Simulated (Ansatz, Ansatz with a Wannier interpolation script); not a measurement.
# WS2 (Tungstenite): what limits a Wannier interpolation of GW

Wanted: errors and cost of interpolated bands of WS2 (Tungstenite) under coarser or faulty settings.

Method: maximally localised Wannier functions, LDA, plane waves, PAW, in Ansatz 0.2.0.

The database entry behind the starting cell differs from later determinations by our own check (an axis about 1.4 % long against later determinations), so it need not match the best structure at ambient conditions.

## (1) The structure

It takes space group P6_3/mmc (No. 194, hexagonal). The conventional cell has a = 3.180 Å, b = 3.180 Å, c = 12.500 Å, α = 90.00°, β = 90.00°, γ = 120.00°. Nearest to W lie 6 S at 2.41 Å. Nearest to S lie 3 W at 2.41 Å. Farther neighbours and most contacts between anions are not listed.

The cell and positions come from the Crystallography Open Database and are kept as given unless a step says otherwise. Spin-orbit coupling is left out unless a step names it. The default PAW set here is soft_2. Its files were made with PBE.

## (2) Wannier model on 12×12×4

Localised functions give a small Hamiltonian that interpolates between mesh points at no cost.

File input.yaml:

```yaml
crystal:
  lattice:
    - [3.18, 0.0, 0.0]
    - [-1.59, 2.753960784, 0.0]
    - [0.0, 0.0, 12.5]
  atoms:
    - { symbol: W, position: [0.3333333333, 0.6666666667, 0.25] }
    - { symbol: W, position: [0.6666666667, 0.3333333333, 0.75] }
    - { symbol: S, position: [0.3333333333, 0.6666666667, 0.625] }
    - { symbol: S, position: [0.6666666667, 0.3333333333, 0.125] }
    - { symbol: S, position: [0.3333333333, 0.6666666667, 0.875] }
    - { symbol: S, position: [0.6666666667, 0.3333333333, 0.375] }
kpoints:
  mp_grid: { grid: [6, 6, 2] }
hamiltonian:
  xc: lda
scf:
  occupations: { method: fixed }
  n_extra_bands: 58
output:
  wannier:
    kmesh: [12, 12, 4]
    projections: [{ species: S, l: p, shell: 3 }, { species: W, l: d, shell: 5 }]
    minimise: true
    write_hr: true
    seedname: w
    conv_tol: 1.0e-07
    max_iter: 4000
    disentanglement:
      window: [3.36, 16.92]
      frozen_window: [3.36, 13.26]
      conv_tol: 1.0e-08
```

Started as:

```bash
> ansatz run input.yaml --threads 3 --pin off --max-ram 64512MiB --backend cuda --events-out ev --progress --plain --runs-dir out --devices 1 --max-vram 24GiB  # rebuilt from the run's record
```

Numbers of over 12 decimals in the logs are rounded to 6 here.

Log:

```text
scf.n_extra_bands = 58 over 26 filled bands (N_el = 52.0): the run solves 84 bands
GPUs: using 1 of 1 available (devices: 1).
Engine: ansatz 0.2.0, x86_64-unknown-linux-gnu
Pseudopotentials: kind: paw
Pseudopotential: W, paw, valence charge 14, recommended cutoff 420 eV (normal), W.paw.azcp
Pseudopotential: S, paw, valence charge 6, recommended cutoff 420 eV (normal), S.paw.azcp
Functional definition: SPW92
  exchange = slater_x
  correlation = pw_c
device memory: the entry about to start is reckoned to put 3.5 GiB on a device that reports 69.7 GiB free (of which the cap on the GPU budget leaves the run 24.0 GiB)
GPU FFT provider: cuFFT
GPU libraries: cuBLAS 13.8.2, cuFFT 12.4.0, cuSOLVER 12.3.4
Crystal: 6 atoms, lattice volume = 109.470 Å³
Basis set: ecut = 420 eV, 2129 PW (Γ)
Bands: 84, of which v1, the nominal top of the filled ones, is band 26 counted from 1 (25 counted from 0)
Symmetry: 24 space group operations
Space group: P63/mmc (ITA 194), of the structure as read, at distance tolerance 4.8e-5 Å
k-points: 14 of 72
Non-local potential: W, projectors of the file, l = 0: 3, l = 1: 2, l = 2: 2, l = 3: 1
Non-local potential: S, projectors of the file, l = 0: 2, l = 1: 2, l = 2: 2
PAW form: soft (Blöchl's): semilocal exchange-correlation on the pseudo side does not see the compensation charge
PAW frozen core: W, regenerated for the run's functional, and the local potential with it (the file was generated under x = pbe(κ = 0.804, μ = 0.219515), c = pbe(β = 0.066725))
PAW frozen core: S, regenerated for the run's functional, and the local potential with it (the file was generated under x = pbe(κ = 0.804, μ = 0.219515), c = pbe(β = 0.066725))
PAW one-centre angular grid: W, 590 points (default); XC on 64 Gauss nodes
PAW one-centre angular grid: S, 110 points (default); XC on 64 Gauss nodes
Initial density: superposition of atomic densities (neutral atoms: chi_scale 0, normalization atom), corrected by the library's trained network
Initial wavefunctions: pseudopotential atomic-orbital guess
GPU buffer pool allocated for 51840 grid points (all kernels)
GPU transforms: local potential and band sums: pruned to the plane-wave sphere, on 24×24×90
Functional: x = slater, c = lda
SCF iter   1: F=—  HF=-23743.320872 eV  |F-HF|=—  |Δ(HF+E_count)|=         —  Δρ=9.82e-3  dr2=1.72e-1  ethr=1.77e-3  ⟨swp⟩=4.8  Hψ=4288  notcnv=0  defer=766
preconditioner: auto → Resta (q_TF=auto, 2.410 Å⁻¹)  ε∞=2.0  [insulator: Δε(μ)=0.971 eV  Ē_g=21.758 eV  n_scr=26 (ndim 8)  ℏωp=21.3 eV  f_vac=0.025  ε∞_Penn≈2.0]
SCF iter   2: F=—  HF=-23743.309066 eV  |F-HF|=—  |Δ(HF+E_count)|=   1.18e-2  Δρ=6.22e-3  dr2=1.10e-1  ethr=3.32e-4  ⟨swp⟩=2.0  Hψ=1396  notcnv=0  defer=776
SCF iter   3: F=—  HF=-23743.292216 eV  |F-HF|=—  |Δ(HF+E_count)|=   1.68e-2  Δρ=3.05e-3  dr2=4.60e-3  ethr=2.11e-4  ⟨swp⟩=2.0  Hψ=591  notcnv=0  defer=780
SCF iter   4: F=—  HF=-23743.292170 eV  |F-HF|=—  |Δ(HF+E_count)|=   4.59e-5  Δρ=3.33e-4  dr2=2.39e-4  ethr=8.84e-6  ⟨swp⟩=2.1  Hψ=675  notcnv=0  defer=782
SCF iter   5: F=—  HF=-23743.292112 eV  |F-HF|=—  |Δ(HF+E_count)|=   5.77e-5  Δρ=6.59e-5  dr2=5.36e-6  ethr=4.59e-7  ⟨swp⟩=2.0  Hψ=641  notcnv=0  defer=704
SCF iter   6: F=—  HF=-23743.292172 eV  |F-HF|=—  |Δ(HF+E_count)|=   5.98e-5  Δρ=1.29e-5  dr2=5.35e-7  ethr=1.03e-8  ⟨swp⟩=1.9  Hψ=806  notcnv=0  defer=704
SCF iter   7: F=-23743.292172 eV  HF=-23743.292172 eV  |F-HF|=2.45e-8  |Δ(HF+E_count)|=   5.87e-8  Δρ=3.31e-6  dr2=3.09e-8  ethr=1.92e-10  ⟨swp⟩=12.1  Hψ=8371  notcnv=0
SCF 1 converged in 7 iterations: F = -23743.292172 eV  dr2 = 3.09e-8
[...]
device memory: the entry about to start is reckoned to put 4.3 GiB (of the 4.4 GiB reckoned in all, the device holds 0.1 GiB already) on a device that reports 68.8 GiB free (of which the cap on the GPU budget leaves the run 24.0 GiB)
NSCF: frozen V_eff on 14 k-points
[...]
device memory: the entry about to start is reckoned to put 6.0 GiB on a device that reports 68.9 GiB free (of which the cap on the GPU budget leaves the run 24.0 GiB)
NSCF: frozen V_eff on 61 k-points, pencils in batches of 32, up to order 336
the Wannier pass solved 61 of the 576 points of its mesh, and has the states at the others by symmetry: states obtained by the crystal's operations at points that were solved too leave a residual of 3.17e-13 eV (read by the count's bands and the next), within 6.67e-6 eV
SCF converged after 7 iterations
Free energy (F): -23743.292172 eV
Harris-Foulkes:  -23743.292172 eV  (|F-HF|=2.45e-8)
Internal energy: -23743.292172 eV  (E = F + TS)
E sigma→0 (E₀):  -23743.292172 eV
Fermi energy:    10.993307 eV
--- Per-component energies (eV) ---
  E_band       = -408.584810
  E_kinetic    = 1333.479677
  E_local      = -3659.680708  (includes V_loc(G=0)·N_el)
  E_nonlocal   = 130.256795
  E_hartree    = 1450.614398
  E_xc         = -916.853572
  E_vxc        = -831.070788  (∫ρ·V_xc dr)
  E_paw        = -18894.524613  (= ΣΔE_a)
  E_vpaw       = -282.789123  (= ΣTr[D̂ρ^β])
  E_aug_tail   = -0.000129  (compensation charges beyond the density's cutoff)
  E_ewald      = -3187.763116
  E_core_change = 1.179096  (= ΣΔE_core)
  E_smearing   = -0.000000  (= −TS)
  E_closure    = -0.000000  (closes the sum)
  Σ components = -23743.292172   (vs F -23743.292172, Δ=0.00e0)
--- Band table (eV; the first three rows and the last of 14) ---
  k-point 0: bands = [... 22 lower, 8.7348, 9.4764, 9.8464, 10.9933, 13.2212, 13.2212, 13.2289, 13.2289, ... 54 higher]
  k-point 1: bands = [... 22 lower, 8.7135, 8.7135, 10.6876, 10.6876, 13.2184, 13.2184, 13.2184, 13.2184, ... 54 higher]
  k-point 2: bands = [... 22 lower, 8.6997, 9.5679, 9.7864, 10.1795, 12.5158, 12.9785, 13.0374, 13.1763, ... 54 higher]
  k-point 13: bands = [... 22 lower, 7.9975, 7.9975, 10.3103, 10.3103, 12.1221, 12.1221, 13.5523, 13.5523, ... 54 higher]
Wannier search: line search 1 of at most 4000: gauge-dependent spread (as the search counts it) 3.2003265 Å², largest recent change 7.8e-1 Å² and fall left 2.9e-4 Å² against conv_tol 1.0e-7 Å², 0 stops escaped
```

The job ended after 43 s (1 × NVIDIA H100 80GB HBM3 (shared by 3 runs) with 3 threads of AMD EPYC 7R13 (Zen 3), shared host; peak memory 1.6 GiB).

In the SCF lines HF is the Harris–Foulkes energy and dr2 the Hartree energy of the density residual, in eV; the loop may stop once dr2 is under the threshold and the program's other checks hold. Hψ counts applications of the Hamiltonian.

This step gave:

- gauge-invariant spread: 41.28 Å²
- diagonal spread: 0.09039 Å²
- off-diagonal spread: 3.075 Å²
- total spread: 44.44 Å²
- least projectability: 0.4470
- localisation steps: 36
- disentanglement steps: 57
- r.m.s. interpolation error: 4.14e-4 eV
- r.m.s. error near the gap: 5.80e-4 eV

Near the gap the model misses directly solved bands by 0.6 meV r.m.s. and by 4 meV at most in the window tested. This tests the starting bands, not the corrections carried with them.

## (3) Wannier model on 6×6×2

input.yaml, as its differences from that of step 2:

```diff
@@ -21,3 +21,3 @@
   wannier:
-    kmesh: [12, 12, 4]
+    kmesh: [6, 6, 2]
     projections: [{ species: S, l: p, shell: 3 }, { species: W, l: d, shell: 5 }]
```

Log:

```text
[...]
GPUs: using 1 of 1 available (devices: 1).
[...]
GPU FFT provider: cuFFT
GPU libraries: cuBLAS 13.8.2, cuFFT 12.4.0, cuSOLVER 12.3.4
Crystal: 6 atoms, lattice volume = 109.470 Å³
Basis set: ecut = 420 eV, 2129 PW (Γ)
Bands: 84, of which v1, the nominal top of the filled ones, is band 26 counted from 1 (25 counted from 0)
Symmetry: 24 space group operations
[...]
k-points: 14 of 72
[...]
GPU buffer pool allocated for 51840 grid points (all kernels)
[...]
SCF iter   1: F=—  HF=-23743.320872 eV  |F-HF|=—  |Δ(HF+E_count)|=         —  Δρ=9.82e-3  dr2=1.72e-1  ethr=1.77e-3  ⟨swp⟩=4.8  Hψ=4288  notcnv=0  defer=766
[...]
SCF iter   7: F=-23743.292172 eV  HF=-23743.292172 eV  |F-HF|=2.45e-8  |Δ(HF+E_count)|=   5.87e-8  Δρ=3.31e-6  dr2=3.09e-8  ethr=1.92e-10  ⟨swp⟩=12.1  Hψ=8371  notcnv=0
SCF 1 converged in 7 iterations: F = -23743.292172 eV  dr2 = 3.09e-8
[...]
NSCF: frozen V_eff on 14 k-points
[...]
SCF converged after 7 iterations
Free energy (F): -23743.292172 eV
[...]
Internal energy: -23743.292172 eV  (E = F + TS)
E sigma→0 (E₀):  -23743.292172 eV
Fermi energy:    10.993307 eV
[...]
--- Band table (eV; the first three rows and the last of 14) ---
  k-point 0: bands = [... 22 lower, 8.7348, 9.4764, 9.8464, 10.9933, 13.2212, 13.2212, 13.2289, 13.2289, ... 54 higher]
  k-point 1: bands = [... 22 lower, 8.7135, 8.7135, 10.6876, 10.6876, 13.2184, 13.2184, 13.2184, 13.2184, ... 54 higher]
  k-point 2: bands = [... 22 lower, 8.6997, 9.5679, 9.7864, 10.1795, 12.5158, 12.9785, 13.0374, 13.1763, ... 54 higher]
  k-point 13: bands = [... 22 lower, 7.9975, 7.9975, 10.3103, 10.3103, 12.1221, 12.1221, 13.5523, 13.5523, ... 54 higher]
[...]
WARN: <dir> 168 periodic images of 168 elements of H(R) lie 4.88e-4 to 1.95e-3 Å beyond their element's nearest image, near the 9.77e-4 Å window within which an element is shared among its images; whether they share it moves the interpolated H(k) by 4.2e-3 eV (Frobenius norm, root mean square over the Brillouin zone); at the model's own mesh points H(k) does not change
```

The job ended after 8.3 s (1 × NVIDIA H100 80GB HBM3 (shared by 3 runs) with 3 threads; peak memory 1 GiB).

Numbers from this step:

```yaml
gauge_invariant_spread: 38.16 Å²
diagonal_spread: 0.08162 Å²
off_diagonal_spread: 3.201 Å²
total_spread: 41.45 Å²
least_projectability: 0.4487
localisation_steps: 62
disentanglement_steps: 22
r_m_s_interpolation_error: 0.008823 eV
r_m_s_error_near_the_gap: 0.01209 eV
```

Near the gap the model misses directly solved bands by 12.1 meV r.m.s. and by 75 meV at most in the window tested. This tests the starting bands, not the corrections carried with them.

Frozen up to 2.27 eV; above it the model need not follow the bands. The electronic bands at the labelled points (eV, zero at the valence-band top; v1 is the highest filled band, c1 the lowest empty one):

```csv
point,v4,v3,v2,v1,c1,c2,c3,c4
Γ,-2.26,-1.52,-1.15,0.00,2.23,2.23,2.24,2.24
halfway,-2.55,-1.82,-1.59,-1.47,1.27,1.82,1.99,2.23
M,-1.97,-1.81,-1.65,-1.50,2.15,2.19,2.51,2.73
halfway,-2.89,-2.55,-1.19,-0.98,1.82,1.90,2.70,2.71
K,-2.86,-2.86,-0.76,-0.59,1.13,1.13,2.07,3.21
halfway,-2.06,-1.77,-1.54,-1.51,0.97,1.76,1.98,2.06
Γ,-2.26,-1.52,-1.15,0.00,2.23,2.23,2.24,2.24
halfway,-2.26,-2.08,-0.71,-0.07,2.23,2.23,2.23,2.23
A,-2.28,-2.28,-0.31,-0.31,2.23,2.23,2.23,2.23
halfway,-2.28,-2.28,-1.49,-1.49,1.69,1.69,1.89,1.89
L,-1.89,-1.89,-1.56,-1.56,2.17,2.17,2.64,2.64
halfway,-2.78,-2.77,-1.07,-1.07,1.87,1.87,2.69,2.69
H,-3.00,-3.00,-0.68,-0.68,1.13,1.13,2.56,2.56
halfway,-1.97,-1.97,-1.52,-1.52,1.34,1.34,2.10,2.10
A,-2.28,-2.28,-0.31,-0.31,2.23,2.23,2.23,2.23
jump to L,-1.89,-1.89,-1.56,-1.56,2.17,2.17,2.64,2.64
halfway,-1.95,-1.83,-1.62,-1.51,2.15,2.18,2.55,2.71
M,-1.97,-1.81,-1.65,-1.50,2.15,2.19,2.51,2.73
jump to H,-3.00,-3.00,-0.68,-0.68,1.13,1.13,2.56,2.56
halfway,-2.92,-2.92,-0.74,-0.62,1.13,1.13,2.19,3.00
K,-2.86,-2.86,-0.76,-0.59,1.13,1.13,2.07,3.21
```

The same for Kohn-Sham, solved directly:

| point | v4 | v3 | v2 | v1 | c1 | c2 | c3 | c4 |
| --- | --- | --- | --- | --- | --- | --- | --- | --- |
| Γ | -2.26 | -1.52 | -1.15 | 0.00 | 2.23 | 2.23 | 2.24 | 2.24 |
| M | -1.97 | -1.81 | -1.65 | -1.50 | 2.15 | 2.19 | 2.49 | 2.73 |
| K | -2.86 | -2.86 | -0.76 | -0.59 | 1.13 | 1.13 | 2.07 | 3.21 |
| Γ | -2.26 | -1.52 | -1.15 | 0.00 | 2.23 | 2.23 | 2.24 | 2.24 |
| A | -2.28 | -2.28 | -0.31 | -0.31 | 2.23 | 2.23 | 2.23 | 2.23 |
| L | -1.89 | -1.89 | -1.56 | -1.56 | 2.17 | 2.17 | 2.63 | 2.63 |
| H | -3.00 | -3.00 | -0.68 | -0.68 | 1.13 | 1.13 | 2.56 | 2.56 |
| A | -2.28 | -2.28 | -0.31 | -0.31 | 2.23 | 2.23 | 2.23 | 2.23 |
| L | -1.89 | -1.89 | -1.56 | -1.56 | 2.17 | 2.17 | 2.63 | 2.63 |
| M | -1.97 | -1.81 | -1.65 | -1.50 | 2.15 | 2.19 | 2.49 | 2.73 |
| H | -3.00 | -3.00 | -0.68 | -0.68 | 1.13 | 1.13 | 2.56 | 2.56 |
| K | -2.86 | -2.86 | -0.76 | -0.59 | 1.13 | 1.13 | 2.07 | 3.21 |

## (4) A faulty Wannier input

input.yaml, as its differences from that of step 3:

```diff
@@ -28,5 +28,2 @@
     max_iter: 4000
-    disentanglement:
-      window: [3.36, 16.92]
-      frozen_window: [3.36, 13.26]
-      conv_tol: 1.0e-08
+    disentanglement: { window: [3.36, 16.92] }
```

Log:

```text
[...]
GPUs: using 1 of 1 available (devices: 1).
[...]
GPU FFT provider: cuFFT
GPU libraries: cuBLAS 13.8.2, cuFFT 12.4.0, cuSOLVER 12.3.4
Crystal: 6 atoms, lattice volume = 109.470 Å³
Basis set: ecut = 420 eV, 2129 PW (Γ)
Bands: 84, of which v1, the nominal top of the filled ones, is band 26 counted from 1 (25 counted from 0)
Symmetry: 24 space group operations
[...]
k-points: 14 of 72
[...]
GPU buffer pool allocated for 51840 grid points (all kernels)
[...]
SCF iter   1: F=—  HF=-23743.320872 eV  |F-HF|=—  |Δ(HF+E_count)|=         —  Δρ=9.82e-3  dr2=1.72e-1  ethr=1.77e-3  ⟨swp⟩=4.8  Hψ=4288  notcnv=0  defer=766
[...]
SCF iter   7: F=-23743.292172 eV  HF=-23743.292172 eV  |F-HF|=2.45e-8  |Δ(HF+E_count)|=   5.87e-8  Δρ=3.31e-6  dr2=3.09e-8  ethr=1.92e-10  ⟨swp⟩=12.1  Hψ=8371  notcnv=0
SCF 1 converged in 7 iterations: F = -23743.292172 eV  dr2 = 3.09e-8
[...]
SCF converged after 7 iterations
Free energy (F): -23743.292172 eV
[...]
Internal energy: -23743.292172 eV  (E = F + TS)
E sigma→0 (E₀):  -23743.292172 eV
Fermi energy:    10.993307 eV
[...]
--- Band table (eV; the first three rows and the last of 14) ---
  k-point 0: bands = [... 22 lower, 8.7348, 9.4764, 9.8464, 10.9933, 13.2212, 13.2212, 13.2289, 13.2289, ... 54 higher]
  k-point 1: bands = [... 22 lower, 8.7135, 8.7135, 10.6876, 10.6876, 13.2184, 13.2184, 13.2184, 13.2184, ... 54 higher]
  k-point 2: bands = [... 22 lower, 8.6997, 9.5679, 9.7864, 10.1795, 12.5158, 12.9785, 13.0374, 13.1763, ... 54 higher]
  k-point 13: bands = [... 22 lower, 7.9975, 7.9975, 10.3103, 10.3103, 12.1221, 12.1221, 13.5523, 13.5523, ... 54 higher]
[...]
```

Elapsed: 8.1 s, on 1 × NVIDIA H100 80GB HBM3 (shared by 3 runs) with 3 threads; peak memory 1 GiB.

Numbers from this step:

| Property | Result |
| --- | --- |
| gauge-invariant spread | 37.85 Å² |
| diagonal spread | 0.06722 Å² |
| off-diagonal spread | 3.036 Å² |
| total spread | 40.96 Å² |
| least projectability | 0.4487 |
| localisation steps | 51 |
| disentanglement steps | 50 |
| r.m.s. interpolation error | 0.02060 eV |
| r.m.s. error near the gap | 0.01495 eV |

No frozen window. Electronic bands along the path, in eV, zero at the valence-band top; v1 is the highest filled band, c1 the lowest empty one:

| point | v4 | v3 | v2 | v1 | c1 | c2 | c3 | c4 |
| --- | --- | --- | --- | --- | --- | --- | --- | --- |
| Γ | -2.26 | -1.52 | -1.15 | 0.02 | 2.23 | 2.23 | 2.24 | 2.24 |
| halfway | -2.54 | -1.82 | -1.59 | -1.47 | 1.27 | 1.81 | 1.99 | 2.27 |
| M | -1.97 | -1.81 | -1.65 | -1.50 | 2.15 | 2.19 | 2.56 | 2.73 |
| halfway | -2.88 | -2.55 | -1.18 | -0.97 | 1.82 | 1.92 | 2.70 | 2.71 |
| K | -2.86 | -2.86 | -0.76 | -0.59 | 1.13 | 1.13 | 2.07 | 3.21 |
| halfway | -2.06 | -1.77 | -1.54 | -1.51 | 0.97 | 1.76 | 1.98 | 2.06 |
| Γ | -2.26 | -1.52 | -1.15 | 0.02 | 2.23 | 2.23 | 2.24 | 2.24 |
| halfway | -2.26 | -2.08 | -0.71 | -0.06 | 2.23 | 2.23 | 2.23 | 2.23 |
| A | -2.28 | -2.28 | -0.30 | -0.30 | 2.23 | 2.23 | 2.23 | 2.23 |
| halfway | -2.28 | -2.28 | -1.49 | -1.49 | 1.69 | 1.69 | 1.89 | 1.89 |
| L | -1.89 | -1.89 | -1.56 | -1.56 | 2.17 | 2.17 | 2.65 | 2.65 |
| halfway | -2.77 | -2.77 | -1.06 | -1.06 | 1.87 | 1.87 | 2.70 | 2.70 |
| H | -3.00 | -3.00 | -0.68 | -0.68 | 1.13 | 1.13 | 2.56 | 2.56 |
| halfway | -1.97 | -1.97 | -1.52 | -1.52 | 1.34 | 1.34 | 2.10 | 2.10 |
| A | -2.28 | -2.28 | -0.30 | -0.30 | 2.23 | 2.23 | 2.23 | 2.23 |
| jump to L | -1.89 | -1.89 | -1.56 | -1.56 | 2.17 | 2.17 | 2.65 | 2.65 |
| halfway | -1.95 | -1.83 | -1.62 | -1.51 | 2.15 | 2.18 | 2.59 | 2.71 |
| M | -1.97 | -1.81 | -1.65 | -1.50 | 2.15 | 2.19 | 2.56 | 2.73 |
| jump to H | -3.00 | -3.00 | -0.68 | -0.68 | 1.13 | 1.13 | 2.56 | 2.56 |
| halfway | -2.92 | -2.92 | -0.74 | -0.62 | 1.13 | 1.13 | 2.19 | 3.00 |
| K | -2.86 | -2.86 | -0.76 | -0.59 | 1.13 | 1.13 | 2.07 | 3.21 |

The same for Kohn-Sham, solved directly:

(Unchanged from step 3.)

The fault put into this input: nothing frozen.

(Part 1 of 2 ends here.)

[Paths, hosts, dates, memory and timing lines, banners, echoed tables and standing remarks are left out of the program output.]

[Logs are printed without paths, hosts, clocks, repeated set-up lines and the standing remarks that a program may print on its own settings, such as how far it seeks lower states.]

[Runs of the session that timed out or met a known fault of the program may be left out.]

[Hosts, paths, dates, database ids (printed as entryN), source tags and the programs' standing remarks are cut or masked in the printed files.]
